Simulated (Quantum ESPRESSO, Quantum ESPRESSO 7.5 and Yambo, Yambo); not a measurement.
**Beyond one shot: InO (GaSe-type monolayer)**

Aim: iterate the self-energy on InO (GaSe-type monolayer) and follow the gap from cycle to cycle.

Main program and level: Quantum ESPRESSO 7.5 and Yambo 5.3.0; PBE and many-body steps on it, plane waves.

## 1. Set-up

The cell holds 4 atoms: 2 In and 2 O. Cell: a = 3.447 Å, b = 3.447 Å, c = 18.000 Å, α = 90.0°, β = 90.0°, γ = 120.0°. Vacuum lies along c.

The structure was relaxed with PBE. The runs that relaxed it are not among those shown.

## 2. Empty states on the mesh, 6×6×1 mesh, 56 bands

This step: Quantum ESPRESSO 7.5; DFT, PBE, plane waves, norm-conserving pseudopotentials.

The sums over transitions need many empty states on a uniform mesh; this step solves for them.

The input, pw.in:

```
&control
  calculation = 'nscf'
  prefix = 'x'
  outdir = 'o'
  pseudo_dir = 'pseudo'
/
&system
  ibrav = 0
  nat = 4
  ntyp = 2
  ecutwfc = 72.0
  nbnd = 56
  force_symmorphic = .true.
/
&electrons
  conv_thr = 1e-9
  electron_maxstep = 80
  diago_full_acc = .true.
  diago_thr_init = 5e-6
/
ATOMIC_SPECIES
  In 114.82 In.upf
  O 15.999 O.upf
CELL_PARAMETERS angstrom
  3.4472037363 -0.0000000001 0.0000000000
  -1.7236018681 2.9853660077 0.0000000000
  0.0000000000 0.0000000000 18.0000000000
ATOMIC_POSITIONS crystal
  In 0.3333333333 0.6666666667 0.5793037017
  In 0.3333333333 0.6666666667 0.4206962983
  O 0.6666666667 0.3333333333 0.6232574591
  O 0.6666666667 0.3333333333 0.3767425409
K_POINTS automatic
  6 6 1 0 0 0
```

The run is started by

```bash
> OMP_NUM_THREADS=1 mpirun -n 4 pw.x -nk 4 -in pw.in > pw.out
```

The program printed:

```text
Program PWSCF v.7.5 starts

     This program is part of the open-source Quantum ESPRESSO suite
     for quantum simulation of materials; please cite
         "P. Giannozzi et al., J. Phys.:Condens. Matter 21 395502 (2009);
         "P. Giannozzi et al., J. Phys.:Condens. Matter 29 465901 (2017);
         "P. Giannozzi et al., J. Chem. Phys. 152 154105 (2020);
     in publications or presentations arising from this work. More details at

     Atomic positions and unit cell read from directory:
     o/x.save/

     Message from routine setup:
[...]
k = 0.0000 0.3849 0.0000 ( 12889 PWs)   bands (ev):

[...]
15.3554  16.0263  16.6229  17.0820  17.4324  17.6774  18.1688  18.3212
    18.6089  18.7501  18.9924  19.1649  19.3008  19.8507  20.1784  20.5080

          k =-0.0000-0.5774 0.0000 ( 12924 PWs)   bands (ev):

     [... further k-points ...]

     highest occupied, lowest unoccupied level (ev):    -1.0892   -0.7019

     XML data file, pseudopotentials, collected wavefunctions

=------------------------------------------------------------------------------=
   JOB DONE.
=------------------------------------------------------------------------------=
```

Elapsed: 13 s, on 4 MPI ranks of Arm Neoverse V2, shared host; peak memory 0.6 GiB; 51 s of CPU time.

This step gave:

| Quantity | Value |
| --- | --- |
| gap | 0.3872 eV |
| k of the valence top | 0.3333, 0.3333, 0 |
| k of the conduction bottom | 0, 0, 0 |
| least direct gap | 1.116 eV |
| k points computed | 7 |
| lowest point of the top converged band, above the valence top | 21.60 eV |

On this mesh the gap is 0.387 eV.

The density comes from a self-consistent run that is not shown.

## 3. Conversion and set-up

This step: Yambo 5.3.0; conversion and set-up on PBE, plane waves, norm-conserving pseudopotentials.

The states are converted to the many-body program's format and the q mesh is built.

The run is started by

```bash
> (cd o/x.save; p2y > p2y.log; mv SAVE ../..); yambo > setup.log
```

The program printed:

```text
 Yambo, version 5.3.0

 [02] CORE Variables Setup
 =========================

  [02.01] Unit cells
  ==================

  Cell kind             :  HCP
  Atoms in the cell     :  In  O
  number of In atoms    :  2
  number of O  atoms    :  2

  List of atomic masses
  Mass of In    :  114.8200
  Mass of O     :  15.99900

  List of atomic coordinates    : [cc]
  In1       : -0.26272E-09   3.7610       19.705      order 1
  In2       : -0.26272E-09   3.7610       14.310      order 2
  O1       :   3.25714   1.88051  21.20015  order 3
[...]
BZ  Q-points                                      :   36

 K/Q-points units:
 rlu = crystal or reduced units; cc = cartesian coordinates; iku = interal k-units

 Q [1]          [rlu]:  0.000000  0.000000  0.000000
 Q [2]          [rlu]:  0.11980E-16  0.16667       0.0000
 Q [3]          [rlu]:  0.23960E-16  0.33333       0.0000
 Q [4]          [rlu]: -0.35939E-16 -0.50000       0.0000
 Q [5]          [rlu]:  0.166667  0.166667  0.000000
 Q [6]          [rlu]:  0.166667  0.333333  0.000000
 Q [7]          [rlu]:  0.333333  0.333333  0.000000

  [03.01] X indexes
  =================

   [03.01.01] Sigma indexes
   ========================

 [06] Game Over & Game summary
```

The job ended after 2.5 s (1 MPI rank; peak memory 0.26 GiB).

## 4. G0W0

G0W0 replaces the xc potential by the self-energy, built once from these orbitals. Only a window of levels is corrected, while the sums run over the empty bands that the input names.

This step: G0W0 on PBE, plane waves, norm-conserving pseudopotentials.

The input, gw1.in:

```
HF_and_locXC
gw0
dyson
ppa
em1d
rim_cut
rim_w
RandQpts= 3000000
RandGvec= 100 RL
CUTGeo= "slab z"
RandGvecW= 9 RL
EXXRLvcs= 72 Ry
VXCRLvcs= 288 Ry
Chimod= "HARTREE"
% BndsRnXp
 1 | 56 |
%
NGsBlkXp= 5.5 Ry
% LongDrXp
 1 | 1 | 0 |
%
% GbndRnge
 1 | 56 |
%
DysSolver= "n"
ExtendOut
PPAPntXp= 27.21138 eV
% QPkrange
 1 | 7 | 13 | 25 |
%
```

The run is started by

```bash
> OMP_NUM_THREADS=1 mpirun -n 4 yambo -F gw1.in -J gw1 -C gw1 > gw1.log
```

The program printed:

```text
 Yambo, version 5.3.0

 [02] CORE Variables Setup
 =========================

  [... cell, symmetries and grids as in the set-up ...]

  [02.05] Energies & Occupations
  ==============================

  [X] === General ===
  [X] Electronic Temperature                        :  0.000000  0.000000 [eV K]
  [X] Bosonic    Temperature                        :  0.000000  0.000000 [eV K]
  [X] Finite Temperature mode                       : no
  [X] El. density                                   :  0.20514E+24 [cm-3]
  [X] Fermi Level                                   : -1.089190 [eV]

  [X] === Gaps and Widths ===
  [X] Conduction Band Min                           :  0.387246 [eV]
  [X] Valence Band Max                              :  0.000000 [eV]
  [X] Filled Bands                                  :  19
  [X] Empty Bands                                   :   20   56
  [X] Direct Gap                                    :  1.115911 [eV]
  [X] Direct Gap localized at k                     :  1
  [X] Indirect Gap                                  :  0.387246 [eV]
  [X] Indirect Gap between kpts                     :   7   1
  [X] Last valence band width                       :  0.728665 [eV]
  [X] 1st conduction band width                     :  2.931846 [eV]

 [03] Transferred momenta grid and indexing
 ==========================================

 IBZ Q-points                                      :   7
 BZ  Q-points                                      :   36

 K/Q-points units:
 rlu = crystal or reduced units; cc = cartesian coordinates; iku = interal k-units

 Q [1]          [rlu]:  0.000000  0.000000  0.000000
 Q [2]          [rlu]:  0.11980E-16  0.16667       0.0000
 Q [3]          [rlu]:  0.23960E-16  0.33333       0.0000
 Q [4]          [rlu]: -0.35939E-16 -0.50000       0.0000
 Q [5]          [rlu]:  0.166667  0.166667  0.000000
 Q [6]          [rlu]:  0.166667  0.333333  0.000000
 Q [7]          [rlu]:  0.333333  0.333333  0.000000

 [04] Coloumb potential Random Integration (RIM)
 ===============================================

 Performing RIM of v_slab

  [04.01] RIM initialization
  ==========================

  * Diagonal components only detected *

  8 x (sBL volume)        :  0.044095 [a.u.]
  sBZ random points       :  3000000
  Points outside the sBZ  :  24000829
  RL volume               :  0.198429 [a.u.]
  Integrated volume       :  0.198423 [a.u.]

  [04.02] RIM integrals
  =====================

  Gamma point sphere radius             :  0.043585 [a.u.]
  Points outside the sphere             :  2398884
  [Int_sBZ(q=0) 1/q^2]*(Vol_sBZ)^(-1/3) =:  7.623623
                                 should be <:  7.795600

  Summary of Coulomb integrals for non-metallic bands |Q|[au] RIM/Bare

  Q [1] 0.100000E-4 0.977939 * Q [2] 0.185623 1.075084
  Q [5] 0.321509 1.042061 * Q [3] 0.371246 1.033388
  Q [6] 0.491113 1.019959 * Q [4] 0.556869 1.015640
  Q [7] 0.643017 1.011648
  Non-periodic chartesian directions : none
  Optical renormalization            :  34.01507 [au]
  Polarizability dimension           : length

 [05] Coloumb potential CutOffslab
 =================================

 Cut directionsZ
 Slab Cutoff:Z
 Symmetry test passed : yes

 [06] Dipoles
 ============

  [06.01] Setup: observables and procedures
  =========================================

  [WARNING] [x,Vnl] slows the Dipoles computation. To neglect it rename the ns.kb_pp file

 [07] Dynamic Dielectric Matrix (PPA)
 ====================================

 [WR./gw1//ndb.pp]---------------------------------------------------------------
  Brillouin Zone Q/K grids (IBZ/BZ)                :    7   36    7   36
  RL vectors                                       :  15831 [WF]
  Coulomb cutoff potential                         : slab z
  Electronic Temperature                           :  0.000000 [K]
  Bosonic    Temperature                           :  0.000000 [K]
  PPA    diel. fun.  energies                      : Perdew, Burke & Ernzerhof(X)+Perdew, Burke & Ernzerhof(C)
[...]
<14|nlXC|14> = -21.38370  0.34814E-17 <14|lXC|14> = -16.30556  0.000000
 <15|nlXC|15> = -24.20591 -0.87861E-17 <15|lXC|15> = -19.72550  0.000000
 <16|nlXC|16> = -24.20591  0.58365E-17 <16|lXC|16> = -19.72552 -0.18882E-15
 <17|nlXC|17> = -24.20488 -0.38454E-17 <17|lXC|17> = -19.80917  0.000000
 <18|nlXC|18> = -24.20488  0.11021E-16 <18|lXC|18> = -19.80917 -0.18882E-15
[...]
Corrections @ K [2] :  [eV]
[...]
Corrections @ K [3] :  [eV]
[...]
Corrections @ K [4] :  [eV]
[...]
Corrections @ K [5] :  [eV]
[...]
Corrections @ K [6] :  [eV]
[...]
Corrections @ K [7] :  [eV]
[...]
<23|nlXC|23> = -7.857280  0.42586E-18 <23|lXC|23> = -13.01980  0.47204E-16
 <24|nlXC|24> = -7.642530 -0.96936E-18 <24|lXC|24> = -12.75984  0.000000
 <25|nlXC|25> = -3.891175  0.23587E-18 <25|lXC|25> = -8.080588 -0.47204E-16

  [08.01] Hartree-Fock occupations report
  =======================================

  [Hartree-Fock] === General ===
  [Hartree-Fock] Electronic Temperature             :  0.000000  0.000000 [eV K]
  [Hartree-Fock] Bosonic    Temperature             :  0.000000  0.000000 [eV K]
  [Hartree-Fock] Finite Temperature mode            : no
  [Hartree-Fock] El. density                        :  0.20514E+24 [cm-3]
  [Hartree-Fock] Fermi Level                        : -1.089190 [eV]

  [Hartree-Fock] === Gaps and Widths ===
  [Hartree-Fock] Conduction Band Min                :  2.838773 [eV]
  [Hartree-Fock] Valence Band Max                   : -2.388167 [eV]
  [Hartree-Fock] Filled Bands                       :  19
  [Hartree-Fock] Empty Bands                        :   20   56
  [Hartree-Fock] Direct Gap                         :  7.396939 [eV]
  [Hartree-Fock] Direct Gap localized at k          :  1
  [Hartree-Fock] Indirect Gap                       :  5.226940 [eV]
  [Hartree-Fock] Indirect Gap between kpts          :   7   1
  [Hartree-Fock] Last valence band width            :  2.169999 [eV]
  [Hartree-Fock] 1st conduction band width          :  4.332566 [eV]

 [09] Dyson equation: Newton solver
 ==================================

  [09.01] RIM-W interpolation
  ===========================

  [WARNING] RIM-W works only for 2D semiconductors with slab cutoff
  Found compatible q grid: 2D
  q_min[ 1 ]:  0.16667      0.38985E-11   0.0000     [rlu]
   0.166667  0.083333  0.000000 [iku]
  q_min[ 2 ]:  0.11980E-16  0.16667       0.0000     [rlu]
   0.55828E-11  0.16667       0.0000     [iku]
  G-vectors :   9
  G-vectors loaded:   65
  Number of interpolated frequencies:  2

  Evaluating coefficients q = 0
  Evaluating coefficients q = 0

  [09.02] RIM-W integrals
  =======================

  8 x (sBL volume)        :  0.044095 [a.u.]
  sBZ random points       :  3000000
  Points outside the sBZ  :  24000829
  RL volume               :  0.198429 [a.u.]
  Integrated volume       :  0.198423 [a.u.]

  [09.03] RIM integrals
  =====================

  Comparison between head Wc = W - v averages: < Wc > [au] RIM-W/RIM

   < -Wc [Q = 1] > 0.267357E-1 0.242656E-4 * < -Wc [Q = 2] > 0.003987 0.003791
   < -Wc [Q = 3] > 0.687019E-3 0.673102E-3 * < -Wc [Q = 4] > 0.228430E-3 0.225881E-3
   < -Wc [Q = 5] > 0.100464E-2 0.979848E-3 * < -Wc [Q = 6] > 0.327008E-3 0.323408E-3
   < -Wc [Q = 7] > 0.154153E-3 0.153279E-3

  Comparison between head Wc = W - v averages: < Wc > [au] RIM-W/RIM

   < -Wc [G = 1,G`=0] > 0.267357E-1 0.242656E-4 * < -Wc [G = 2,G`=0] >-0.002402 0.000000
   < -Wc [G = 3,G`=0] >-0.002402 0.000000 * < -Wc [G = 4,G`=0] > 0.489577E-4  0.00000
   < -Wc [G = 5,G`=0] > 0.489577E-4  0.00000 * < -Wc [G = 6,G`=0] > 0.140593E-3  0.00000
   < -Wc [G = 7,G`=0] > 0.140593E-3  0.00000 * < -Wc [G = 8,G`=0] >-0.370699E-4  0.00000
   < -Wc [G = 9,G`=0] >-0.370699E-4  0.00000

 [10] G0W0 (W PPA)
 =================

 [  GW  ] Bands range     :    1   56
 [GW/PPA] G damping       :  0.100000 [eV]

 QP @ state[ 1 ] K range:   1   7
 QP @ state[ 1 ] b range:  13  25

  Sc/G bands                                       :    1   56
  Sc/G damping                                     :  0.100000 ev
  Sc bands terminator                              : no
  Sx RL components                                 :  12973

  QP @ state[ 1 ] K range                          :   1   7
  QP @ state[ 1 ] b range                          :  13  25
  GF energies kind                                 : Perdew, Burke & Ernzerhof(X)+Perdew, Burke & Ernzerhof(C)
  GF WF`s kind                                     : Perdew, Burke & Ernzerhof(X)+Perdew, Burke & Ernzerhof(C)
  Xs energies kind                                 : Perdew, Burke & Ernzerhof(X)+Perdew, Burke & Ernzerhof(C)
  Xs WF`s kind                                     : Perdew, Burke & Ernzerhof(X)+Perdew, Burke & Ernzerhof(C)

 [14] Game Over & Game summary
```

It took 6.6 min on 4 MPI ranks; peak memory 3.1 GiB; 26 min of CPU time.

Numbers from this step:

```
G0W0 gap on the mesh                         : 1.848 eV
starting gap on the mesh                     : 0.3872 eV
k of the valence top                         : 0.1667, 0.1667, 0
k of the conduction bottom                   : 0, 0, 0
least direct G0W0 gap on the computed points : 2.307 eV
Z at the valence top                         : 0.7459
Z at the conduction bottom                   : 0.7862
```

The gap on the mesh goes from 0.39 eV to 1.85 eV, a correction of +1.46 eV.

## 5. evGW0, cycle 1

This step: evGW0 on PBE, plane waves, norm-conserving pseudopotentials.

gw2.in, as its differences from gw1.in of step 4:

```diff
@@ -30 +30,2 @@
 %
+GfnQPdb= "E < ./gw1/ndb.QP"
```

The run is started by

```bash
> OMP_NUM_THREADS=1 mpirun -n 4 yambo -F gw2.in -J gw2,gw1_W -C gw2 > gw2.log
```

The program printed:

```text
 Yambo, version 5.3.0

 [02] CORE Variables Setup
 =========================

  [... cell, symmetries and grids as in the set-up ...]

  [02.05] Energies & Occupations
  ==============================

  [X] === General ===
  [X] Electronic Temperature                        :  0.000000  0.000000 [eV K]
  [X] Bosonic    Temperature                        :  0.000000  0.000000 [eV K]
  [X] Finite Temperature mode                       : no
  [X] El. density                                   :  0.20514E+24 [cm-3]
  [X] Fermi Level                                   : -1.089190 [eV]

  [X] === Gaps and Widths ===
  [X] Conduction Band Min                           :  0.387246 [eV]
  [X] Valence Band Max                              :  0.000000 [eV]
  [X] Filled Bands                                  :  19
  [X] Empty Bands                                   :   20   56
  [X] Direct Gap                                    :  1.115911 [eV]
  [X] Direct Gap localized at k                     :  1
  [X] Indirect Gap                                  :  0.387246 [eV]
  [X] Indirect Gap between kpts                     :   7   1
  [X] Last valence band width                       :  0.728665 [eV]
  [X] 1st conduction band width                     :  2.931846 [eV]

 [03] Transferred momenta grid and indexing
 ==========================================

 IBZ Q-points                                      :   7
 BZ  Q-points                                      :   36

 K/Q-points units:
 rlu = crystal or reduced units; cc = cartesian coordinates; iku = interal k-units

 Q [1]          [rlu]:  0.000000  0.000000  0.000000
 Q [2]          [rlu]:  0.11980E-16  0.16667       0.0000
 Q [3]          [rlu]:  0.23960E-16  0.33333       0.0000
[...]
[G+QP] Indirect Gap                               :  1.848011 [eV]
  [G+QP] Indirect Gap between kpts                  :   5   1
  [G+QP] Last valence band width                    :  0.459030 [eV]
  [G+QP] 1st conduction band width                  :  3.176618 [eV]

  [coarse-grid] Minimum Bare Gap        [ev]:  0.387246
  [coarse-grid] Minimum Gap Correction  [ev]:  1.460765

  Eqp @ K [1]
  -19.11490 -19.09278 -14.62912 -14.62912 -14.58171 -14.58171 -14.55032 -14.34391
  -14.34391 -14.16112 -14.16112 -14.01744  -6.31237  -2.85612  -1.21808  -1.21750
  -1.152576 -1.152044 -0.459030  1.848011  4.584808  6.310636  6.940677  7.924464
[...]
Eqp @ K [2]
[...]
Eqp @ K [3]
[...]
Eqp @ K [4]
[...]
Eqp @ K [5]
[...]
Eqp @ K [6]
[...]
Eqp @ K [7]
[...]
10.38928  10.17791  10.96460  11.42177  12.38353  12.46755  12.71324  12.75529
   13.30056  13.46575  13.50799  13.71414  13.81963  14.81196  15.03511  15.57042

 [08] Dipoles
 ============

  [08.01] Setup: observables and procedures
  =========================================

 [09] Dynamic Dielectric Matrix (PPA)
 ====================================

  Sc/G bands                                       :    1   56
  Sc/G damping                                     :  0.100000 ev
  Sc bands terminator                              : no
  Sx RL components                                 :  12973

  QP @ state[ 1 ] K range                          :   1   7
  QP @ state[ 1 ] b range                          :  13  25
  GF energies kind                                 : Perdew, Burke & Ernzerhof(X)+Perdew, Burke & Ernzerhof(C)+ E < ./gw1/ndb.QP + @E Fit
  GF WF`s kind                                     : Perdew, Burke & Ernzerhof(X)+Perdew, Burke & Ernzerhof(C)
  Xs energies kind                                 : Perdew, Burke & Ernzerhof(X)+Perdew, Burke & Ernzerhof(C)
  Xs WF`s kind                                     : Perdew, Burke & Ernzerhof(X)+Perdew, Burke & Ernzerhof(C)

 [16] Game Over & Game summary
```

The job ended after 5.4 min (4 MPI ranks; peak memory 3.1 GiB).

This step gave:

* quasiparticle gap on the mesh: 1.989 eV
* gap of the density functional on the mesh: 0.3872 eV
* k of the valence top: 0.1667, 0.1667, 0
* k of the conduction bottom: 0, 0, 0
* least direct quasiparticle gap on the computed points: 2.444 eV
* Z at the valence top: 0.7459
* Z at the conduction bottom: 0.8076

Against G0W0 in Yambo (6×6×1 mesh, 56 bands, screening to 74.8 eV, Godby-Needs plasmon pole), the gap moves by +0.141 eV.

The program's own table gives 2.207 eV, which is too large where the input levels are shifted: this version takes Σc at the unshifted level E₀, yet steps from the shifted one. The value above is the Newton step from E₀, E₀ + Z(Σc + Σx − Vxc), rebuilt from the printed columns.

## 6. evGW0, cycle 2

The corrected levels of the last cycle go back in.

gw3.in, as its differences from gw2.in of step 5:

```diff
@@ -30,2 +30,2 @@
 %
-GfnQPdb= "E < ./gw1/ndb.QP"
+GfnQPdb= "E < ./gw2_fix/ndb.QP"
```

The run is started by

```bash
> OMP_NUM_THREADS=1 mpirun -n 4 yambo -F gw3.in -J gw3,gw1_W -C gw3 > gw3.log
```

The program printed:

```text
 Yambo, version 5.3.0

 [02] CORE Variables Setup
 =========================

  [... cell, symmetries and grids as in the set-up ...]

  [02.05] Energies & Occupations
  ==============================

  [X] === General ===
  [X] Electronic Temperature                        :  0.000000  0.000000 [eV K]
  [X] Bosonic    Temperature                        :  0.000000  0.000000 [eV K]
  [X] Finite Temperature mode                       : no
  [X] El. density                                   :  0.20514E+24 [cm-3]
[...]
Sx RL components                                 :  12973

  QP @ state[ 1 ] K range                          :   1   7
  QP @ state[ 1 ] b range                          :  13  25
  GF energies kind                                 : Perdew, Burke & Ernzerhof(X)+Perdew, Burke & Ernzerhof(C)+ E < ./gw1/ndb.QP + @E Fit+ E < ./gw2_fix/
  GF WF`s kind                                     : Perdew, Burke & Ernzerhof(X)+Perdew, Burke & Ernzerhof(C)
  Xs energies kind                                 : Perdew, Burke & Ernzerhof(X)+Perdew, Burke & Ernzerhof(C)
  Xs WF`s kind                                     : Perdew, Burke & Ernzerhof(X)+Perdew, Burke & Ernzerhof(C)

 [16] Game Over & Game summary
```

It took 5.5 min on 4 MPI ranks; peak memory 3.1 GiB; 22 min of CPU time.

Numbers from this step:

| Quantity | Value |
| --- | --- |
| quasiparticle gap on the mesh | 2.008 eV |
| gap of the density functional on the mesh | 0.3872 eV |
| k of the valence top | 0.1667, 0.1667, 0 |
| k of the conduction bottom | 0, 0, 0 |
| least direct quasiparticle gap on the computed points | 2.463 eV |

Against the cycle before, the gap moves by +0.018 eV.

The program's own table gives 2.249 eV, which is too large where the input levels are shifted: this version takes Σc at the unshifted level E₀, yet steps from the shifted one. The value above is the Newton step from E₀, E₀ + Z(Σc + Σx − Vxc), rebuilt from the printed columns.

[end of part 1 of 2]

[Paths, hosts, dates, memory and timing lines, banners, echoed tables and standing remarks are left out of the program output.]

[Logs are printed without paths, hosts, clocks, repeated set-up lines and the standing remarks that a program may print on its own settings, such as how far it seeks lower states.]

[Runs of the session that timed out or met a known fault of the program may be left out.]

[Hosts, paths, dates, database ids (printed as entryN), source tags and the programs' standing remarks are cut or masked in the printed files.]
